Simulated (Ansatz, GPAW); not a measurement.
# A 3-layer slab of Sc(0001): work function by functional and basis, part 2 of 2

How far do functional and basis move the work function of a 3-layer slab of Sc(0001)?

GPAW 26.7.0 and Ansatz 0.2.0; Ansatz plane waves; slab in vacuum with a dipole correction, relaxation (the session's first sound run).

So far, upper work function (eV): step 2 (relaxing the atoms, PBE) 3.59; step 3 (the slab's potential, PBE, GPAW) 3.60.

## (4) OptPBE vdW: xc = "optPBE-vdW"

Level of this step: GPAW, PAW setups; slab in vacuum (GPAW).

The same geometry under optPBE-vdW, to see how far the functional moves the levels against the vacuum (the van der Waals functionals take revPBE setups).

File run.py:

```python
import json
import numpy as np
from ase import Atoms
from gpaw import GPAW, PW

slab = Atoms(
    ['Sc', 'Sc', 'Sc'],
    positions=[
        [0.00000, 0.00000, 9.00000],
        [3.31000, 1.91103, 11.50871],
        [-0.00000, -0.00000, 14.02080]],
    cell=[[3.31, 0.0, 0.0], [1.655, 2.86654, 0.0], [0.0, 0.0, 23.27614]],
    pbc=[True, True, False])

slab.calc = GPAW(mode=PW(400), xc='optPBE-vdW', kpts={'size': (11, 11, 1), 'gamma': True},
                 occupations={'name': 'fermi-dirac', 'width': 0.1}, nbands='140%',
                 convergence={'density': 1e-05}, maxiter=200,
                 poissonsolver={'dipolelayer': 'xy'},
                 symmetry={'tolerance': 1e-3}, txt='slab.txt')
result = {}
energy = slab.get_potential_energy()
fermi = slab.calc.get_fermi_level()
v = slab.calc.get_electrostatic_potential().mean((0, 1)) - fermi
n = slab.calc.get_pseudo_density().mean((0, 1))
L = slab.cell[2, 2]
z = np.arange(len(v)) * L / len(v)
low, high = slab.positions[:, 2].min(), slab.positions[:, 2].max()
below, above = np.interp([low - 6.8, high + 6.8], z, v)
slopes = [np.interp(x, z, np.gradient(v, z)) for x in (low - 6.8, high + 6.8)]
eps = np.array([[slab.calc.get_eigenvalues(k, s) for k in range(len(slab.calc.get_ibz_k_points()))]
                for s in range(slab.calc.get_number_of_spins())]) - fermi
top, bottom = eps[eps < 0].max(), eps[eps > 0].min()
dipole = slab.get_dipole_moment()[2]
print(f'energy {energy:.4f} eV, Fermi level {fermi:.4f} eV, dipole {dipole:.5f} e A')
print(f'potential 6.8 A off the faces, from the Fermi level: lower {below:.4f} eV, upper {above:.4f} eV')
print(f'slope of the potential there: lower {slopes[0]:.5f}, upper {slopes[1]:.5f} eV/A')
print(f'nearest levels on the mesh: {top:.4f} and {bottom:.4f} eV')
print('magnetic moment', round(slab.get_magnetic_moment(), 3))
result.update(energy=energy, fermi=fermi, dipole=dipole, below=below, above=above, slopes=slopes, edges=[top, bottom],
              z=z.tolist(), v=v.tolist(), n=n.tolist(), positions=slab.positions.tolist(),
              forces=slab.get_forces(apply_constraint=False).tolist(), moments=slab.get_magnetic_moments().tolist())
json.dump(result, open('result.json', 'w'))
```

Command:

```bash
OMP_NUM_THREADS=1 OPENBLAS_NUM_THREADS=2 python run.py
```

Numbers of over 12 decimals in the logs are rounded to 6 here.

Output:

```text
energy -34.6062 eV, Fermi level -0.4438 eV, dipole -0.00008 e A
potential 6.8 A off the faces, from the Fermi level: lower 3.7554 eV, upper 3.7569 eV
slope of the potential there: lower -0.00017, upper 0.00015 eV/A
nearest levels on the mesh: -0.0321 and 0.0100 eV
magnetic moment 0.0
```

Elapsed: 48 s, on 2 threads of Arm Neoverse V2, shared host; peak memory 0.34 GiB.

This step gave:

```
dipole along the normal                    : -7.75e-5 e·Å
levels nearest the Fermi level on the mesh : -0.03207, 0.009954 eV from the Fermi level
upper work function                        : 3.757 eV
lower work function                        : 3.755 eV
```

The electrostatic potential energy of an electron (without an applied field's), less the Fermi level, planar mean by z:

z (Å), electrostatic potential energy of an electron (without an applied field's), less the Fermi level, planar mean (eV) and a bar from the least value:
```
        0        3.8 ##############################
        1        3.8 ##############################
        2        3.8 ##############################
        3        3.8 ##############################
        4        3.8 ##############################
        5        3.7 ##############################
        6        3.6 ##############################
        7        2.9 #############################
        8       -1.1 ######################
        9      -14.7 
       10       -0.4 #######################
       11       -6.7 #############
       12       -7.0 #############
       13       -0.3 #######################
       14      -14.8 
       15       -1.2 ######################
       16        2.9 #############################
       17        3.6 ##############################
       18        3.7 ##############################
       19        3.8 ##############################
       20        3.8 ##############################
       21        3.8 ##############################
       22        3.8 ##############################
       23        3.8 ##############################
```

The pseudo valence density, planar mean oscillates, so the rows of the table below give means over windows of 1 Å about each position, cut where the curve ends. Its maxima inside the range that stand out by 2 % of the span (Å: e/Å³): 9.1: 1.18, 11.4: 1.15, 14.0: 1.20. Its minima: 10.3: 0.128, 12.7: 0.126.

Table of pseudo valence density, planar mean by z; means over each step:

```csv
z (Å),"pseudo valence density, planar mean (e/Å³)"
4,7.4e-5
5,4.6e-4
6,0.00287
7,0.0167
8,0.139
9,0.841
10,0.192
11,0.536
12,0.555
13,0.190
14,0.838
15,0.146
16,0.0172
17,0.00302
18,4.7e-4
19,7.7e-5
```

The upper face's work function is 3.757 eV, against 3.595 eV in the first plane-wave PBE run at this geometry.

## (5) Self-consistent run

The same geometry under BLYP, to see how far the functional moves the levels against the vacuum.

Edit run.py of step 4 so:

```diff
@@ -14,3 +14,3 @@
 
-slab.calc = GPAW(mode=PW(400), xc='optPBE-vdW', kpts={'size': (11, 11, 1), 'gamma': True},
+slab.calc = GPAW(mode=PW(400), xc='BLYP', kpts={'size': (11, 11, 1), 'gamma': True},
                  occupations={'name': 'fermi-dirac', 'width': 0.1}, nbands='140%',
```

Output:

```text
FileNotFoundError: Could not find required PAW dataset file "Sc.BLYP".
```

Elapsed: 0.63 s, on 2 threads; peak memory 0.1 GiB.

The input was rejected at the start.

The program's message: “FileNotFoundError: Could not find required PAW dataset file "Sc.BLYP".”

## (6) Self-consistent run: xc = "RPBE"

The same geometry under RPBE, to see how far the functional moves the levels against the vacuum.

Edit run.py of step 5 so:

```diff
@@ -14,3 +14,3 @@
 
-slab.calc = GPAW(mode=PW(400), xc='BLYP', kpts={'size': (11, 11, 1), 'gamma': True},
+slab.calc = GPAW(mode=PW(400), xc='RPBE', kpts={'size': (11, 11, 1), 'gamma': True},
                  occupations={'name': 'fermi-dirac', 'width': 0.1}, nbands='140%',
```

Output:

```text
energy -11.6963 eV, Fermi level -0.2339 eV, dipole -0.00008 e A
potential 6.8 A off the faces, from the Fermi level: lower 3.5027 eV, upper 3.5043 eV
slope of the potential there: lower -0.00009, upper 0.00008 eV/A
nearest levels on the mesh: -0.0232 and 0.0002 eV
magnetic moment 0.0
```

Run time: 36 s. Hardware: 2 threads; peak memory 0.2 GiB.

Numbers from this step:

| Item | Value |
| --- | --- |
| dipole along the normal | -8.46e-5 e·Å |
| levels nearest the Fermi level on the mesh | -0.02324, 1.97e-4 eV from the Fermi level |
| upper work function | 3.504 eV |
| lower work function | 3.503 eV |

Table of electrostatic potential energy of an electron (without an applied field's), less the Fermi level, planar mean by z:

```csv
z (Å),"electrostatic potential energy of an electron (without an applied field's), less the Fermi level, planar mean (eV)"
0.0,3.50
0.5,3.50
1.0,3.50
1.5,3.50
2.0,3.50
2.5,3.50
3.0,3.50
3.5,3.50
4.0,3.50
4.5,3.50
5.0,3.49
5.5,3.46
6.0,3.40
6.5,3.22
7.0,2.75
7.5,1.56
8.0,-1.25
8.5,-7.96
9.0,-14.9
9.5,-7.21
10.0,-0.530
10.5,-0.468
11.0,-6.82
11.5,-14.4
12.0,-7.18
12.5,-0.532
13.0,-0.411
13.5,-6.80
14.0,-15.0
14.5,-8.36
15.0,-1.42
15.5,1.49
16.0,2.72
16.5,3.21
17.0,3.40
17.5,3.46
18.0,3.49
18.5,3.50
19.0,3.50
19.5,3.50
20.0,3.50
20.5,3.50
21.0,3.50
21.5,3.50
22.0,3.50
22.5,3.50
23.0,3.50
```

The upper face's work function is 3.504 eV, against 3.595 eV in the first plane-wave PBE run at this geometry.

## (7) Self-consistent run

The same geometry under PBEsol, to see how far the functional moves the levels against the vacuum.

Edit run.py of step 6 so:

```diff
@@ -14,3 +14,3 @@
 
-slab.calc = GPAW(mode=PW(400), xc='RPBE', kpts={'size': (11, 11, 1), 'gamma': True},
+slab.calc = GPAW(mode=PW(400), xc='PBEsol', kpts={'size': (11, 11, 1), 'gamma': True},
                  occupations={'name': 'fermi-dirac', 'width': 0.1}, nbands='140%',
```

Output:

```text
FileNotFoundError: Could not find required PAW dataset file "Sc.PBEsol".
```

Elapsed: 0.63 s, on 2 threads; peak memory 0.1 GiB.

The input was rejected at the start.

The program's message: “FileNotFoundError: Could not find required PAW dataset file "Sc.PBEsol".”

## (8) Real-space grid: mode = "fd"

A real-space grid is a second complete basis, so it checks the plane-wave result.

Edit run.py of step 7 so:

```diff
@@ -3,3 +3,3 @@
 from ase import Atoms
-from gpaw import GPAW, PW
+from gpaw import GPAW
 
@@ -14,3 +14,3 @@
 
-slab.calc = GPAW(mode=PW(400), xc='PBEsol', kpts={'size': (11, 11, 1), 'gamma': True},
+slab.calc = GPAW(mode='fd', h=0.18, xc='PBE', kpts={'size': (11, 11, 1), 'gamma': True},
                  occupations={'name': 'fermi-dirac', 'width': 0.1}, nbands='140%',
```

Output:

```text
energy -12.5376 eV, Fermi level -3.5936 eV, dipole -0.00008 e A
potential 6.8 A off the faces, from the Fermi level: lower 3.5928 eV, upper 3.5944 eV
slope of the potential there: lower -0.00007, upper 0.00007 eV/A
nearest levels on the mesh: -0.0316 and 0.0103 eV
magnetic moment 0.0
```

Run time: 2.8 min. Hardware: 2 threads; peak memory 0.5 GiB.

This step gave:

```yaml
dipole_along_the_normal: -8.17e-5 e·Å
levels_nearest_the_fermi_level_on_the_mesh: -0.03165, 0.01030 eV from the Fermi level
upper_work_function: 3.594 eV
lower_work_function: 3.593 eV
```

Table of electrostatic potential energy of an electron (without an applied field's), less the Fermi level, planar mean by z:

```csv
z (Å),"electrostatic potential energy of an electron (without an applied field's), less the Fermi level, planar mean (eV)"
0,3.59
1,3.59
2,3.59
3,3.59
4,3.59
5,3.58
6,3.49
7,2.85
8,-1.12
9,-14.9
10,-0.401
11,-6.70
12,-7.05
13,-0.273
14,-14.9
15,-1.29
16,2.82
17,3.49
18,3.58
19,3.59
20,3.59
21,3.59
22,3.59
23,3.59
```

The upper face's work function is 3.594 eV, against 3.595 eV in the first plane-wave PBE run at this geometry.

## (9) Atomic orbitals: mode = "lcao"

Atom-centred orbitals end a few angstrom from the surface, which tests how much the density's tail matters.

Edit run.py of step 8 so:

```diff
@@ -14,4 +14,4 @@
 
-slab.calc = GPAW(mode='fd', h=0.18, xc='PBE', kpts={'size': (11, 11, 1), 'gamma': True},
-                 occupations={'name': 'fermi-dirac', 'width': 0.1}, nbands='140%',
+slab.calc = GPAW(mode='lcao', basis='dzp', h=0.18, xc='PBE', kpts={'size': (11, 11, 1), 'gamma': True},
+                 occupations={'name': 'fermi-dirac', 'width': 0.1}, nbands='120%',
                  convergence={'density': 1e-05}, maxiter=200,
```

Output:

```text
energy -11.9625 eV, Fermi level -3.5604 eV, dipole -0.00008 e A
potential 6.8 A off the faces, from the Fermi level: lower 3.5595 eV, upper 3.5612 eV
slope of the potential there: lower 0.00000, upper 0.00000 eV/A
nearest levels on the mesh: -0.0329 and 0.0117 eV
magnetic moment 0.0
```

The job ended after 5.7 min (2 threads; peak memory 0.3 GiB).

This step gave:

```
dipole along the normal                    : -8.31e-5 e·Å
levels nearest the Fermi level on the mesh : -0.03292, 0.01171 eV from the Fermi level
upper work function                        : 3.561 eV
lower work function                        : 3.560 eV
```

The upper face's work function is 3.561 eV, against 3.595 eV in the first plane-wave PBE run at this geometry.

## (10) The ladder

Times are for 2 threads of Arm Neoverse V2, shared host. The runs compared:

```csv
no.,run,upper work function (eV),lower work function (eV),time,memory (GiB)
1,pw,3.595,3.594,36 s,0.2
2,optPBE vdW,3.757,3.755,48 s,0.34
3,RPBE,3.504,3.503,36 s,0.2
4,fd,3.594,3.593,2.8 min,0.5
5,lcao,3.561,3.560,5.7 min,0.3
```

## (11) A second plane-wave code

A second program with its own datasets checks the number independently.

This step: Ansatz plane waves; slab in vacuum with a dipole correction (Ansatz 0.2.0).

File input.yaml:

```yaml
crystal:
  lattice:
    - [3.31, 0.0, 0.0]
    - [1.655, 2.8665440865, 0.0]
    - [0.0, 0.0, 23.27614]
  atoms:
    - { symbol: Sc, position: [0.0, 0.0, 0.3866620496] }
    - { symbol: Sc, position: [0.6666666667, 0.6666666667, 0.4944425132] }
    - { symbol: Sc, position: [0.0, 0.0, 0.6023678839] }
kpoints:
  mp_grid: { grid: [11, 11, 1] }
hamiltonian:
  xc: pbe
scf:
  occupations: { method: fermi_dirac, width: 0.1 }
efield:
  axis: 3
  dipole_correction: true
  ramp_width: 0.05
output:
  forces: true
  write_potential: true
  write_density: true
  volumetric_format: npy
```

Command:

```bash
ansatz run input.yaml --threads 2 --pin off --max-ram 4096MiB --backend cpu --events-out ev --progress --plain --runs-dir out
```

Output:

```text
[...]
Crystal: 3 atoms, lattice volume = 220.850 Å³
Basis set: ecut = 420 eV, 4409 PW (Γ), exchange–correlation on 48×48×320 points (8 copies of the dense FFT grid, shifted against one another)
Bands: 21, of which v1, the nominal top of the filled ones, is band 17 counted from 1 (16 counted from 0)
Symmetry: 6 space group operations
[...]
k-points: 16 of 121 (time reversal used)
[...]
SCF iter   1: F=—  HF=-6406.071621 eV  |F-HF|=—  |Δ(HF+E_count)|=         —  Δρ=3.36e-3  dr2=1.08e-1  ethr=1.77e-3  p=-0.000 e·Å  D=-4.24e-5 V/Å  ΔV_dip=0.00 eV  dr2_dipole=2.62e-6  V_vac-E_F(+/−)=3.50/3.50 eV  ⟨swp⟩=6.8  Hψ=1619  notcnv=0
[...]
SCF iter   8: F=-6406.062130 eV  HF=-6406.062130 eV  |F-HF|=1.14e-8  |Δ(HF+E_count)|=   1.67e-8  Δρ=1.99e-6  dr2=1.42e-8  ethr=3.03e-10  p=-0.000 e·Å  D=-7.05e-5 V/Å  ΔV_dip=0.00 eV  dr2_dipole=2.89e-11  V_vac-E_F(+/−)=3.59/3.59 eV  ⟨swp⟩=10.1  Hψ=2419  notcnv=0
SCF 1 converged in 8 iterations: F = -6406.062130 eV  dr2 = 1.42e-8
[...]
SCF converged after 8 iterations
Free energy (F): -6406.062130 eV
[...]
Internal energy: -6405.819118 eV  (E = F + TS)
E sigma→0 (E₀):  -6405.940624 eV
Entropy (-TS):   -0.243012 eV (-81.004 meV/atom)
Fermi energy:    0.878687 eV
Dipole field:    D = -0.000077 V/Å  (p = -0.000094 e·Å, saw-weighted, corrected)
Work function:   Φ+ = 3.5911 eV   Φ− = 3.5893 eV
[...]
--- Forces (eV/Å), atoms counted from 1 ---
  atom   1  Sc    -0.00000000    -0.00000000    -0.01285421
  atom   2  Sc     0.00000000     0.00000000     0.00731499
  atom   3  Sc    -0.00000000    -0.00000000     0.00553404
  max |Σ_I F_I| component: 5.18e-6 eV/Å
--- Band table (eV; the first three rows and the last of 16) ---
  k-point 0: bands = [... 13 lower, -2.7789, -1.3521, 0.9298, 1.0201, 1.7598, 2.2155, 2.2155, 2.3132]
  k-point 1: bands = [... 13 lower, -2.6074, -1.1940, 0.9510, 1.0512, 1.6489, 2.0951, 2.1202, 2.3153]
  k-point 2: bands = [... 13 lower, -2.1223, -0.7618, 0.9495, 1.0083, 1.4884, 1.6736, 1.9262, 2.4275]
  k-point 15: bands = [... 13 lower, 0.2389, 0.2521, 0.6192, 0.9443, 1.2779, 1.3593, 1.3836, 1.6485]
```

It took 3.7 s on 2 threads; peak memory 0.41 GiB.

In the SCF lines HF is the Harris–Foulkes energy and dr2 the Hartree energy of the density residual, in eV; the loop may stop once dr2 is under the threshold and the program's other checks hold. Hψ counts applications of the Hamiltonian.

This step gave:

* upper work function: 3.591 eV
* lower work function: 3.589 eV
* dipole along the normal: -9.45e-5 e·Å
* dipole field: -7.74e-5 V/Å
* vacuum level above: 4.470 eV
* vacuum level below: 4.468 eV

Electrostatic potential energy of an electron (with the applied field's), less the Fermi level, planar mean against z:

```csv
z (Å),"electrostatic potential energy of an electron (with the applied field's), less the Fermi level, planar mean (eV)"
0,3.59
1,3.59
2,3.59
3,3.59
4,3.59
5,3.58
6,3.49
7,2.85
8,-1.19
9,-13.2
10,-0.537
11,-6.71
12,-7.01
13,-0.406
14,-13.1
15,-1.40
16,2.82
17,3.49
18,3.58
19,3.59
20,3.59
21,3.59
22,3.59
23,3.59
```

Table of valence density, planar mean by z:

```csv
z (Å),"valence density, planar mean (e/Å³)"
4.0,3.7e-5
4.5,1.0e-4
5.0,3.0e-4
5.5,8.3e-4
6.0,0.00228
6.5,0.00608
7.0,0.0150
7.5,0.0336
8.0,0.0852
8.5,0.500
9.0,1.01
9.5,0.515
10.0,0.147
10.5,0.142
11.0,0.498
11.5,1.02
12.0,0.523
12.5,0.143
13.0,0.144
13.5,0.485
14.0,1.01
14.5,0.530
15.0,0.0911
15.5,0.0348
16.0,0.0155
16.5,0.00633
17.0,0.00237
17.5,8.6e-4
18.0,3.1e-4
18.5,1.1e-4
19.0,3.9e-5
```

The upper face's work function is 3.591 eV, against 3.595 eV in the first plane-wave PBE run at this geometry.

## (12) Side by side

Results and costs are gathered.

This step: comparison of work functions, dipole and cost (GPAW 26.7.0).

Ladder, by row:

```csv
step,code,"work function, upper (eV)","work function, lower (eV)",dipole (e Å),wall time (s),peak memory (GiB),threads
pw,GPAW,3.595,3.594,-8.01e-5,35.61,0.2,2
optPBE-vdW,GPAW,3.757,3.755,-7.75e-5,47.63,0.34,2
RPBE,GPAW,3.504,3.503,-8.46e-5,36.27,0.2,2
fd,GPAW,3.594,3.593,-8.17e-5,166.7,0.5,2
lcao,GPAW,3.561,3.56,-8.31e-5,340.6,0.3,2
ansatz,Ansatz,3.591,3.589,-9.45e-5,3.7,0.412,2
```

## (13) What came out

| Item | Value |
| --- | --- |
| work function, both faces | 3.60 eV |
| dipole along the normal | -8.0e-5 e Å, near the numerical noise |

In words: With plane waves and PBE the work function is 3.60 eV on the upper face and 3.59 eV on the lower. Over the sound runs of the table the upper face's work function spans 3.504 (RPBE) to 3.757 eV (optPBE-vdW). The two plane-wave codes differ by 0.0042 eV on the upper face. The slab is only 5.0 Å thick between its outer nuclei, so the values belong to this film more than to the surface of the bulk metal. The in-plane lattice was kept as typed, which isn't the functional's own and leaves some strain; spin-orbit coupling and temperature are left out.

[Logs are printed without paths, hosts, clocks, repeated set-up lines and the standing remarks that a program may print on its own settings, such as how far it seeks lower states.]

[Hosts, paths, dates, database ids (printed as entryN), source tags and the programs' standing remarks are cut or masked in the printed files.]
